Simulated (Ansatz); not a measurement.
# Re (P6_3/mmc, 2 atoms in the cell) under biaxial strain in the (0001) plane, that of a and b, part 3 of 3

Aim: how do the optical modes of Re (P6_3/mmc, 2 atoms in the cell) shift and split under this strain?

Ansatz 0.2.0; DFT PBEsol, scalar-relativistic, plane waves, PAW; PAW set soft_1.

So far, highest optical mode at the zone centre (no LO-TO term) (cm⁻¹): step 4 (zone-centre response at rest) 117; step 6 (strain 4 %) 113.

## 7. Relaxation of a member: biaxial strain of -4 % in the (0001) plane, that of a and b (continued)

The steps of the relaxation:

```tsv
step	energy less that of the first step (eV)	largest force component (eV/Å)	pressure (GPa)	volume (Å³)
1	0.0000	0.0000	29.94	27.33
2	0.0043	0.0000	22.55	27.80
3	-0.0027	0.0000	26.86	27.52
4	-0.0027	0.0000	26.97	27.51
5*	-0.0029	0.0000	26.96	27.51
```

Relaxation steps marked * repeat the geometry before them on a plane-wave basis chosen anew for their cell, so energy and pressure can jump there. Relaxation step 2 was tried and not accepted.

The run keeps the 24 symmetry operations that it works with, so distortions that break them were not tested.

```tsv
conventional cell, symmetrised	before	after	change
a (Å)	2.641	2.641	+0.0 %
b (Å)	2.641	2.641	+0.0 %
c (Å)	4.525	4.555	+0.7 %
volume (Å³/atom)	13.66	13.75	+0.7 %
```

The relaxed structure:

```xyz
2
Lattice="2.6407 0.0000 0.0000 -1.3204 2.2869 0.0000 0.0000 0.0000 4.5550" Properties=species:S:1:pos:R:3 pbc="T T T"
Re    0.0000    1.5246    1.1388
Re    1.3204    0.7623    3.4163
```

This step gave:

```
pressure        : 26.96 GPa
volume per atom : 13.75 Å³
```

The forces vanish by symmetry.

The cell grew by 0.7 % in volume.

## 8. Zone-centre modes of the member: biaxial strain of -4 % in the (0001) plane, that of a and b

The zone-centre modes follow for biaxial strain of -4 % in the (0001) plane, that of a and b.

input.yaml reads:

```yaml
crystal:
  lattice:
    - [2.6407232955, 0.0, 0.0]
    - [-1.3203616477, 2.2869334583, 0.0]
    - [0.0, 0.0, 4.5550221416]
  atoms:
    - { symbol: Re, position: [0.3333333333, 0.6666666667, 0.25] }
    - { symbol: Re, position: [0.6666666667, 0.3333333333, 0.75] }
kpoints:
  mp_grid: { grid: [18, 18, 12] }
hamiltonian:
  xc: pbesol
  pseudopotentials: { kind: paw, azcp: { folder: soft_1 }, xc_functional: pbe }
scf:
  occupations: { method: methfessel_paxton, width: 0.2 }
output:
  eigenvalues: true
phonons:
  method: dfpt
```

Command:

```
> ansatz run input.yaml --threads 4 --pin off --max-ram 10240MiB --backend cpu --events-out ev --progress --plain --runs-dir out
```

Numbers of over 12 decimals in the logs are rounded to 6 here.

What it wrote:

```text
[...]
Crystal: 2 atoms, lattice volume = 27.509 Å³
Basis set: ecut = 420 eV, 549 PW (Γ), exchange–correlation on 36×36×64 points (8 copies of the dense FFT grid, shifted against one another)
Bands: 19, of which v1, the nominal top of the filled ones, is band 15 counted from 1 (14 counted from 0)
Symmetry: 24 space group operations
k-points: 637 of 3888 (irreducible under 4 space group operations, time reversal used)
[...]
k-point 2: bands = [... 11 lower, 24.0870, 24.0870, 24.7433, 24.7433, 25.0478, 27.0012, 27.0012, 29.5329]
  k-point 636: bands = [... 11 lower, 22.1903, 23.5734, 23.5734, 25.5390, 25.5390, 30.0521, 30.0521, 33.1455]
[...]
ASR residual: 1.741e-4 → 0.000e0 eV/Å²; symmetrization residual: 5.073e-10 eV/Å²
  ASR residual per site (eV/Å²): 1.74e-4 1.74e-4
  Γ frequencies (cm⁻¹): 0.00 0.00 0.00 125.91 128.35 128.35
[...]
[key lines of the parts left out:]
SCF converged after 8 iterations
Free energy (F): -21476.483770 eV
Fermi energy:    25.911133 eV
```

Run time: 64 s. Hardware: 4 threads of Intel Xeon at 2.50GHz (Skylake/Cascade Lake), shared host; peak memory 1.2 GiB; 2.7 min of CPU time.

Numbers from this step:

```yaml
sum_rule_residual_before_enforcement: 1.74e-4 eV/Å²
highest_optical_mode_at_the_zone_centre_no_lo_to_term: 128.3 cm⁻¹
lowest_optical_zone_centre_mode: 125.9 cm⁻¹
```

Patterns of degenerate modes are one choice out of their space. Modes at Γ:

```tsv
mode	frequency (cm⁻¹)	symmetry
1	0.0	acoustic
2	0.0	acoustic
3	0.0	acoustic
4	125.9	B1g
5	128.3	E2g
6	128.3	E2g
```

Displacements in mode 4 (125.9 cm⁻¹), the largest set to 1:
```
Re1  0.00  0.00 -1.00
Re2  0.00  0.00  1.00
```

Displacements in mode 5 (128.3 cm⁻¹), the largest set to 1:
```
Re1  0.00  1.00  0.00
Re2  0.00 -1.00  0.00
```

The lowest optical mode is real, 126 cm⁻¹, and the highest lies at 128.3 cm⁻¹.

For the highest optical mode at the zone centre (no LO-TO term), step 4 gave 117 cm⁻¹; this run, with strain -4 %, gives 128 cm⁻¹ (+10 %).

## 9. All members side by side

The members are set side by side, also those not shown above.

Stress is positive in compression; energies are extrapolated to zero smearing, and E0 is that at rest; the edges not held and the atoms are relaxed in each cell; all runs use 18×18×12 k points and Methfessel-Paxton smearing of 0.2 eV. State of the crystal along the series:

```tsv
strain (%)	in-plane stress (GPa)	free strain along c (%)	E - E0 (meV/atom)
-4	40.45	2.559	135.2
-3	28.81	1.882	73.25
-2	18.1	1.251	31.06
-1	8.351	0.6518	7.295
0	-0.006102	0	0
1	-7.288	-0.6709	6.838
2	-13.57	-1.368	26
3	-19.11	-2.063	55.89
4	-23.81	-2.774	95.55
```

Optical modes are counted from below at rest and tracked from member to member by their patterns, and modes that stay within 0.3 cm⁻¹ of each other stand once; labels, where given, are those at rest; the edges not held and the atoms are relaxed in each cell; all runs use 18×18×12 k points and Methfessel-Paxton smearing of 0.2 eV. Optical modes along the series:

```tsv
strain (%)	optical mode 1 B1g (cm⁻¹)	optical mode 2 E2g (cm⁻¹)
-4	125.9	128.3
-3	113	127
-2	101.9	124.7
-1	95.07	121.3
0	93.16	117.1
1	96.74	113.6
2	103.2	112.6
3	108.1	114.8
4	106.6	113.4
```

Value and slope at zero strain of a cubic (a lower polynomial where under five rows exist) through the rows within 2 % of rest. Slopes at rest:

```tsv
mode	frequency (cm⁻¹)	shift per percent of strain (cm⁻¹)	shift per GPa of compressive stress (cm⁻¹)
optical mode 1 B1g	93.4	1	-0.13
optical mode 2 E2g	117.1	-4.13	0.53
```

## 10. Summary of results

| Item | Value |
| --- | --- |
| members | 9 |
| highest optical mode at the zone centre (no LO-TO term), at rest | 117.1 cm⁻¹ |
| biaxial modulus in the (0001) plane, that of a and b | 779 GPa |
| optical mode 1 B1g, shift per percent | 1.00 cm⁻¹ |
| optical mode 2 E2g, shift per percent | -4.13 cm⁻¹ |

In words: The stress changes by 7.79 GPa for each percent, a biaxial modulus of 779 GPa in the (0001) plane, that of a and b. For each percent the free edge responds with -0.66 %. Within 2 % of rest optical mode 1 B1g and optical mode 2 E2g bend away from a straight line, so a single slope holds only near rest. These are harmonic frequencies at zero temperature: anharmonic shifts, linewidths and thermal expansion are left out. Spin-orbit coupling is left out, which can matter for the heavy elements here. With no gap, or one that is small against the smearing, the frequencies hang on the k mesh and the smearing, most of all near Kohn anomalies. The PAW files were made for PBE; the program adapts parts of them to the functional of the run, but their partial waves stay those of PBE, an approximation that was not tested in this session. Only the zone centre was solved, so an instability at another wavevector cannot show here.

[Logs are printed without paths, hosts, clocks, repeated set-up lines and the standing remarks that a program may print on its own settings, such as how far it seeks lower states.]

[Hosts, paths, dates, database ids (printed as entryN), source tags and the programs' standing remarks are cut or masked in the printed files.]
